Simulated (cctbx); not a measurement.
# Symmetry from intensities

Cell: a = 10.1500 Å, b = 10.1500 Å, c = 10.1500 Å, α = 90.00°, β = 90.00°, γ = 90.00°. Expected content of the cell: Co12 Mn4 S32 Li8.

The data are simulated with cctbx, not measured: Mo Kα, λ = 0.71073 Å, to d = 0.7 Å, 50 % of the full sphere, strongest reflection 5000 counts, noise from counting, a 6 % proportional error and a noise floor of 8 counts (s.d.); no absorption.

A first pass over the reflections prints:

```text
6388 reflections to d = 0.700 A
centring   violations  <I/sigma> of those
    A          0 of  3212      0.1
    B          0 of  3215      0.1
    C          0 of  3213      0.0
    I        474 of  3220      1.6
    R        433 of  4285      1.2
    F          0 of  4820      0.1
Laue class    unique    Rint  (classes that these axes allow; Friedel mates merged)
F m m m           444   0.079
F m -3            159   0.084
F m -3 m          111   0.085
space group    extra absences  I>4sigma  <I/sigma>
F 4 3 2                 0          0         -  acentric
F 41 3 2               12          0      -0.1  acentric
F -4 3 m                0          0         -  acentric
F m -3 m                0          0         -  centric
F d -3 m :1           103          0      -0.1  centric
F d -3 m :2           103          0      -0.1  centric
Wilson B = 0.62 A^2   <|E^2-1|> = 0.838 (0.968 centric, 0.736 acentric)   E^2>4: 0.0 %
shell (A)         n   <I/sigma>
 5.86 - 1.40     22     18.6
 1.40 - 1.12     13     14.5
 1.12 - 0.98     17     17.8
 0.98 - 0.89     10     16.1
 0.89 - 0.82     14     11.7
 0.82 - 0.77     12     16.9
 0.77 - 0.74     10     17.1
 0.74 - 0.70     13     16.4
```

**Question.** What are the lattice type, the Laue class and the likely space group?

The reflections that A, B, C and F centring forbids are absent (⟨I/σ⟩ near 0), so the lattice is F. F holds A, B and C together. The true lattice is P: the reflections that would show it are too weak in these data.

Rint stays low (0.079 to 0.085) up to F m -3 m, the highest class in these axes.

6 settings pass the absence test. The most absences obeyed, 103, belong to F d -3 m alone.

⟨|E²−1|⟩ = 0.838 lies between the two ideal values. The Wilson B of 0.62 Å² means U ≈ 0.0079 Å².

The true group is P4_332 (no. 212), Laue class m-3m, non-centrosymmetric. It isn't in the list: pseudo-symmetry or weak reflections misled the tests.

The model was made for the exercise: a known structure type with other elements put in, its volume estimated, not relaxed; displacement parameters are assumed.

[Logs are printed without paths, hosts, clocks, repeated set-up lines and the standing remarks that a program may print on its own settings, such as how far it seeks lower states.]
